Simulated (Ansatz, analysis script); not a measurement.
# Stoner picture of RbCrSe2, part 2 of 2

Wanted: E(M), the field that holds each moment, and the spin susceptibility of RbCrSe2.

Ansatz 0.2.0; LDA with U = 3.5 eV on Cr d, PAW set soft_2 (files made for PBE).

So far. Step 2 (Starting state): The run ends ferromagnetic on the main sites, with smaller opposed moments on others, with a net moment of 3 μB a cell. With one Cr atom carrying the moment, parallel order of its images is forced by the cell, not found. Step 3 (Without spin): The free collinear run lies 3262 meV below it.

**4. Total moment fixed at 0.433 μB**

Level of this step: Ansatz DFT, collinear, total moment fixed by two Fermi levels; LDA+U, PAW default (Ansatz).

Two Fermi levels, one a spin, hold the total moment exactly, which reaches states that a free run would leave.

Contents of input.yaml:

```yaml
crystal:
  lattice:
    - [1.9273323468, 1.1127458493, 7.7443021823]
    - [-1.9273323468, 1.1127458493, 7.7443021823]
    - [0.0, -2.2254916985, 7.7443021823]
  atoms:
    - { symbol: Rb, position: [0.16591535, 0.16591535, 0.16591535] }
    - { symbol: Cr, position: [0.99775037, 0.99775037, 0.99775037], spin: 0.433 }
    - { symbol: Se, position: [0.38858997, 0.38858997, 0.38858997] }
    - { symbol: Se, position: [0.60743919, 0.60743919, 0.60743919] }
magnetization:
  spin_polarized: true
  initial_magnetization: 0.433
  spin_locking: { lock_magnetization: hard }
kpoints:
  mp_grid: { grid: [6, 6, 6] }
hamiltonian:
  xc: lda
  hubbard: { sites: [{ species: Cr, l: d, u_eff: 3.5 }] }
scf:
  occupations: { method: fermi_dirac, width: 0.05 }
  max_iter: 120
  convergence: { dr2_threshold: 1.0e-08 }
basis:
  ecutwfc: 420.0
```

Run with:

```bash
$ ansatz run input.yaml --threads 1 --pin off --max-ram 2048MiB --backend cpu --events-out ev --progress --plain --runs-dir out
```

Numbers of over 12 decimals in the logs are rounded to 6 here.

The log of the run:

```text
basis.fft_grid_basis auto: the FFT boxes are laid along the combinations [[1, 0, -1], [0, 1, -1], [0, 0, 1]] of the cell's own vectors, 3.855, 3.855 and 8.058 Å long. The dense box has 27×27×54 points. Along the cell's own vectors, as sized, it would have 54×54×54, 4.00 times as many. Of the 6 symmetry operations that the crystal satisfies within crystal.symmetry.tolerance (time reversal apart; of a slab, those that  [...]
Rb: projections on atomic orbitals take those of the free atom [Ar 3d10] 4s2 4p6 5s1, of charge +0.00 (hamiltonian.pseudopotentials.projection_atoms); the dataset's partial waves leave at most 2.5e-6 of an orbital's norm unspanned inside its sphere
Cr: projections on atomic orbitals take those of the free atom [Ne] 3s2 3p6 3d5 4s1, of charge +0.00 (hamiltonian.pseudopotentials.projection_atoms); the dataset's partial waves leave at most 7.0e-7 of an orbital's norm unspanned inside its sphere
Se: projections on atomic orbitals take those of the free atom [Ar] 3d10 4s2 4p4, of charge +0.00 (hamiltonian.pseudopotentials.projection_atoms); the dataset's partial waves leave at most 2.3e-6 of an orbital's norm unspanned inside its sphere
Engine: ansatz 0.2.0, x86_64-unknown-linux-gnu
Pseudopotentials: kind: paw
Pseudopotential: Rb, paw, valence charge 9, recommended cutoff 420 eV (normal), Rb.paw.azcp
Pseudopotential: Cr, paw, valence charge 14, recommended cutoff 420 eV (normal), Cr.paw.azcp
Pseudopotential: Se, paw, valence charge 16, recommended cutoff 420 eV (normal), Se.paw.azcp
Functional definition: SPW92
  exchange = slater_x
  correlation = pw_c
Crystal: 4 atoms, lattice volume = 99.652 Å³
Basis set: ecut = 420 eV, 1969 PW (Γ), FFT grids on a1−a3, a2−a3, a3
Bands: 34, of which v1, the nominal top of the filled ones, is band 28 counted from 1 (27 counted from 0)
Symmetry: 6 space group operations
Space group: R3m (ITA 160), of the structure as read, at distance tolerance 4.6e-5 Å
Magnetic group: BNS 160.65 (UNI 1295), of the structure as read, at distance tolerance 4.6e-5 Å
k-points: 32 of 216 (time reversal used)
Non-local potential: Rb, projectors of the file, l = 0: 3, l = 1: 2, l = 2: 2
Non-local potential: Cr, projectors of the file, l = 0: 3, l = 1: 2, l = 2: 3, l = 3: 1
Non-local potential: Se, projectors of the file, l = 0: 2, l = 1: 2, l = 2: 3, l = 3: 1
PAW form: soft (Blöchl's): semilocal exchange-correlation on the pseudo side does not see the compensation charge
PAW frozen core: Rb, regenerated for the run's functional, and the local potential with it (the file was generated under x = pbe(κ = 0.804, μ = 0.219515), c = pbe(β = 0.066725))
PAW frozen core: Cr, regenerated for the run's functional, and the local potential with it (the file was generated under x = pbe(κ = 0.804, μ = 0.219515), c = pbe(β = 0.066725))
[...]
PAW one-centre angular grid: Cr, 590 points (default); XC on 64 Gauss nodes
PAW one-centre angular grid: Se, 590 points (default); XC on 64 Gauss nodes
Initial density: superposition of atomic densities (chi_scale 0.1, normalization cell, long waves kept (reshape's long-wave potential 0.22 eV rms))
Starting moments: Σ|m| = 0.433 μB on 1 of 4 sites
Initial wavefunctions: pseudopotential atomic-orbital guess
Functional: x = slater, c = lda
SCF iter   1: F=—  HF=-17263.459216 eV  |F-HF|=—  |Δ(HF+E_count)|=         —  Δρ=9.05e-2 (↑9.05e-2 ↓9.03e-2)  dr2=1.01e2  dr2_m=9.45e-3  M=0.433 μB ∫|m|=0.644 μB  β_m=0.30  ethr=3.10e-3  ⟨swp⟩=7.0  Hψ=9265  notcnv=0
preconditioner: auto → Kerker (q_TF=auto, 2.471 Å⁻¹)  [metal: Δε(μ)=0.012 eV  Ē_g=9.735 eV  σ=0.050 eV  W_gap=0.06  n_scr=30 (ndim 8)  ℏωp=18.6 eV  f_vac=0.012  D(μ)=4.21/eV (n_scr^D=36)]
spin=Collinear: Kerker preconditioning applied to the charge; magnetization (m = ρ↑ − ρ↓) channel mixes plain (no charge-response kernel on spin).
SCF iter   2: F=—  HF=-17260.812538 eV  |F-HF|=—  |Δ(HF+E_count)|=    2.65e0  Δρ=9.57e-2 (↑9.57e-2 ↓7.17e-2)  dr2=3.21e1  dr2_m=1.47e-1  M=0.433 μB ∫|m|=1.107 μB  β_m=0.24  ethr=3.10e-3  ⟨swp⟩=3.6  Hψ=5616  notcnv=0  defer=1
SCF iter   3: F=—  HF=-17258.878682 eV  |F-HF|=—  |Δ(HF+E_count)|=    1.93e0  Δρ=2.68e-2 (↑1.85e-2 ↓2.68e-2)  dr2=9.14e0  dr2_m=4.43e-2  M=0.433 μB ∫|m|=1.002 μB  β_m=0.28  ethr=3.10e-3  ⟨swp⟩=3.1  Hψ=5081  notcnv=0  defer=23
SCF iter   4: F=—  HF=-17258.288132 eV  |F-HF|=—  |Δ(HF+E_count)|=   5.91e-1  Δρ=1.36e-2 (↑1.36e-2 ↓1.36e-2)  dr2=2.28e0  dr2_m=3.39e-2  M=0.433 μB ∫|m|=1.127 μB  β_m=0.28  ethr=3.10e-3  ⟨swp⟩=2.9  Hψ=3072  notcnv=0  defer=2
SCF iter   5: F=—  HF=-17258.109019 eV  |F-HF|=—  |Δ(HF+E_count)|=   1.79e-1  Δρ=1.13e-2 (↑1.13e-2 ↓9.43e-3)  dr2=4.93e-1  dr2_m=5.35e-2  M=0.433 μB ∫|m|=1.440 μB  β_m=0.68  ethr=3.10e-3  ⟨swp⟩=3.0  Hψ=3170  notcnv=0  defer=3
SCF iter   6: F=—  HF=-17258.512400 eV  |F-HF|=—  |Δ(HF+E_count)|=   4.03e-1  Δρ=2.20e-2 (↑2.20e-2 ↓2.88e-3)  dr2=3.28e-1  dr2_m=1.29e-1  M=0.433 μB ∫|m|=1.799 μB  β_m=0.84  ethr=8.96e-4  ⟨swp⟩=2.9  Hψ=3187  notcnv=0  defer=27
SCF iter   7: F=—  HF=-17259.245001 eV  |F-HF|=—  |Δ(HF+E_count)|=   7.33e-1  Δρ=8.37e-3 (↑8.37e-3 ↓4.89e-3)  dr2=2.91e-1  dr2_m=3.17e-2  M=0.433 μB ∫|m|=1.754 μB  β_m=0.80  ethr=5.97e-4  ⟨swp⟩=2.4  Hψ=3642  notcnv=0  defer=32
SCF iter   8: F=—  HF=-17259.223030 eV  |F-HF|=—  |Δ(HF+E_count)|=   2.20e-2  Δρ=9.52e-3 (↑9.52e-3 ↓2.77e-3)  dr2=1.77e-1  dr2_m=2.10e-2  M=0.433 μB ∫|m|=1.813 μB  β_m=0.87  ethr=5.29e-4  ⟨swp⟩=2.8  Hψ=3654  notcnv=0  defer=50
SCF iter   9: F=—  HF=-17259.334796 eV  |F-HF|=—  |Δ(HF+E_count)|=   1.12e-1  Δρ=3.30e-3 (↑3.30e-3 ↓1.85e-3)  dr2=1.16e-1  dr2_m=1.88e-3  M=0.433 μB ∫|m|=1.811 μB  β_m=0.91  ethr=3.21e-4  ⟨swp⟩=2.1  Hψ=3226  notcnv=0  defer=57
SCF iter  10: F=—  HF=-17259.286003 eV  |F-HF|=—  |Δ(HF+E_count)|=   4.88e-2  Δρ=6.07e-3 (↑6.07e-3 ↓9.37e-4)  dr2=4.34e-2  dr2_m=7.92e-3  M=0.433 μB ∫|m|=1.781 μB  β_m=0.95  ethr=2.10e-4  ⟨swp⟩=2.8  Hψ=4294  notcnv=0  defer=58
[...]
SCF 1 converged in 22 iterations: F = -17259.321164 eV  dr2 = 1.44e-9
[...]
Symmetry: 2 space group operations
k-points: 68 of 216 (time reversal used)
[...]
Starting moments: Σ|m| = 0.433 μB on 1 of 4 sites; this step starts from the density that it was given
[...]
spin=Collinear: Kerker preconditioning applied to the charge; magnetization (m = ρ↑ − ρ↓) channel mixes plain (no charge-response kernel on spin).
[...]
```

The job ended after 5.5 min (1 thread of Intel Xeon Platinum 8488C (Sapphire Rapids), shared host; peak memory 1.3 GiB).

The run was cut off at the time left to it in the session, and no result is taken from it.

**5. Total moment fixed at 0.867 μB**

input.yaml, the sections that differ from step 4:

```yaml
crystal:
  lattice:
    - [1.9273323468, 1.1127458493, 7.7443021823]
    - [-1.9273323468, 1.1127458493, 7.7443021823]
    - [0.0, -2.2254916985, 7.7443021823]
  atoms:
    - { symbol: Rb, position: [0.16591535, 0.16591535, 0.16591535] }
    - { symbol: Cr, position: [0.99775037, 0.99775037, 0.99775037], spin: 0.867 }
    - { symbol: Se, position: [0.38858997, 0.38858997, 0.38858997] }
    - { symbol: Se, position: [0.60743919, 0.60743919, 0.60743919] }
magnetization:
  spin_polarized: true
  initial_magnetization: 0.867
  spin_locking: { lock_magnetization: hard }
# kpoints, hamiltonian, scf, basis: as in step 4
```

The log of the run:

```text
[...]
Occupation matrices written to <dir>
Error: SIGTERM received: cancelled ahead of the end of the searches for a lower state and the checks behind the self-consistent cycle: the result that stood is reported, with what was made of it, and may lie above the state on which the run would have ended. Run again (if it sets checkpoint.write, name a new directory there), the deck makes the searches and checks
[key lines of the parts left out:]
SCF converged after 2 iterations
Magnetization: 0.8670 μB (27.9335 up, 27.0665 down)
Free energy (F): -17259.765595 eV
Fermi energy:    8.758316 (↑ 7.843508, ↓ 9.673124) eV
```

It took 5.4 min on 1 thread; peak memory 1.4 GiB.

The run was cut off at the time left to it in the session, and no result is taken from it.

**6. Another try**

A test of how the program answers to a changed input.

Contents of input.yaml:

```yaml
crystal:
  lattice:
    - [1.9273323468, 1.1127458493, 7.7443021823]
    - [-1.9273323468, 1.1127458493, 7.7443021823]
    - [0.0, -2.2254916985, 7.7443021823]
  atoms:
    - { symbol: Rb, position: [0.16591535, 0.16591535, 0.16591535] }
    - { symbol: Cr, position: [0.99775037, 0.99775037, 0.99775037], spin: 2.167 }
    - { symbol: Se, position: [0.38858997, 0.38858997, 0.38858997] }
    - { symbol: Se, position: [0.60743919, 0.60743919, 0.60743919] }
magnetization:
  spin_polarized: true
  initial_magnetization: 2.167
  spin_locking: { lock_magnetization: hard }
kpoints:
  mp_grid: { grid: [6, 6, 6] }
hamiltonian:
  xc: lda
  hubbard: { sites: [{ species: Cr, l: d, u_eff: 3.5 }] }
  noncollinear_xc: multicollinear
scf:
  occupations: { method: fermi_dirac, width: 0.05 }
  max_iter: 100
  convergence: { dr2_threshold: 1.0e-08 }
basis:
  ecutwfc: 420.0
```

The log of the run:

```text
Error: inconsistent input (hamiltonian.noncollinear_xc, magnetization.noncollinear): multicollinear requires magnetization.noncollinear: true — the multicollinear treatment sphere-averages signed projections of the vector magnetisation, which a collinear or unpolarized run does not carry; enable non-collinear magnetism (with starting moments — the toggle is inert on a moment-less spinor run) or drop the toggle
```

It took 0.03 s on 1 thread; peak memory 0.043 GiB.

The input was rejected at the start.

The program's message: “Error: inconsistent input (hamiltonian.noncollinear_xc, magnetization.noncollinear): multicollinear requires magnetization.noncollinear: true — the multicollinear treatment sphere-averages signed proj …”

The change that led to it: hamiltonian = {"noncollinear_xc": "multicollinear"}.

**7. Side runs that gave no result**

| changed | outcome |
| --- | --- |
| basis.ecutrho_ratio; scf.eigensolver.kind; scf.occupations.width; scf.occupations.method | cut off at the time limit |
| crystal.atoms[0].symbol | refused or stopped by the program |

[Logs and program files are shortened in this print: banners, set-up blocks, solver, clock and traceback lines can be left out without a mark of their own.]

[Logs are printed without paths, hosts, clocks, repeated set-up lines and the standing remarks that a program may print on its own settings, such as how far it seeks lower states.]

[Hosts, paths, dates, database ids (printed as entryN), source tags and the programs' standing remarks are cut or masked in the printed files.]
